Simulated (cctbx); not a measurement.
# Reading a Patterson map

Space group P6_3/mcm (no. 193), a = 8.1220 Å, b = 8.1220 Å, c = 5.5370 Å, α = 90.00°, β = 90.00°, γ = 120.00°, content Sn6 Ge10.

The data are simulated with cctbx, not measured: Mo Kα, λ = 0.71073 Å, to d = 0.7 Å, 50 % of the full sphere, strongest reflection 5000 counts, noise from counting, a 6 % proportional error and a noise floor of 4 counts (s.d.); no absorption.

Patterson synthesis, origin scaled to 1000:

```text
Patterson group P 6/m m m
      u       v       w   height  length (A)
  0.000   0.000   0.000   1000.0     0.00
  0.000   0.193   0.500    248.9     3.18
  0.207   0.414   0.000    232.0     2.91
  0.225   0.612   0.500    198.6     5.16
  0.000   0.410   0.500    191.0     4.33
  0.189   0.595   0.000    174.2     4.27
  0.071   0.337   0.250    113.0     2.86
  0.000   0.000   0.500    103.3     2.77
  0.000   0.373   0.000     91.3     3.03
  0.114   0.446   0.250     63.8     3.54
  0.333   0.667   0.500     53.9     5.45
  0.333   0.667   0.000     49.9     4.69
  0.000   0.087   0.137     19.3     1.04
  0.207   0.415   0.181     17.4     3.08
```

**Question.** Which atom pairs make the peaks, and where is the heaviest atom?

A peak at u stands for all pairs with xi − xj = u, with weight Σ ZiZj against Σ Z² = 25240 at the origin. Peak heights follow these weights only roughly, since form factors, motion and series ripples differ, all vectors within 0.55 Å of a peak are counted as merged into it though the farther ones add only part of their weight, and F(000) is left out, which lowers the whole map:

| u | v | w | shortest length (Å) | height | 1000 ΣZiZj/ΣZ² | pairs in the cell |
| --- | --- | --- | --- | --- | --- | --- |
| 0.000 | 0.193 | 0.500 | 3.18 | 249 | 307 | 2 × Sn–Ge, 1 × Sn–Sn, 2 × Ge–Ge |
| 0.207 | 0.414 | 0.000 | 2.91 | 232 | 335 | 4 × Sn–Ge, 2 × Ge–Ge |
| 0.225 | 0.612 | 0.500 | 5.16 | 199 | 254 | 4 × Sn–Ge |
| 0.000 | 0.410 | 0.500 | 4.33 | 191 | 239 | 2 × Sn–Sn, 1 × Ge–Ge |
| 0.189 | 0.595 | 0.000 | 4.27 | 174 | 198 | 2 × Sn–Sn |
| 0.071 | 0.337 | 0.250 | 2.86 | 113 | 127 | 2 × Sn–Ge |
| 0.000 | 0.000 | 0.500 | 2.77 | 103 | 162 | 4 × Ge–Ge |
| 0.000 | 0.373 | 0.000 | 3.03 | 91 | 127 | 2 × Sn–Ge |
| 0.114 | 0.446 | 0.250 | 3.54 | 64 | 81 | 2 × Ge–Ge |
| 0.333 | 0.667 | 0.500 | 5.44 | 54 | 81 | 2 × Ge–Ge |

The table stops at ten peaks or at a height of 45, below which ripples compete. In the model behind the data Sn, the heaviest element, has 1 independent site: (0, 0.4047, 3/4), up to an allowed shift of origin; the Sn–Sn vectors are differences of these positions and their symmetry mates. The whole model:

```
atom  mult.    x       y    z  Ueq (Å²)
 Sn1      6    0  0.4047  3/4    0.0066
 Ge1      6    0  0.7748  3/4    0.0085
 Ge2      4  1/3     2/3  1/2    0.0100
```

This is a model crystal, built by substitution and not relaxed, with assumed displacement parameters.

[Logs are printed without paths, hosts, clocks, repeated set-up lines and the standing remarks that a program may print on its own settings, such as how far it seeks lower states.]
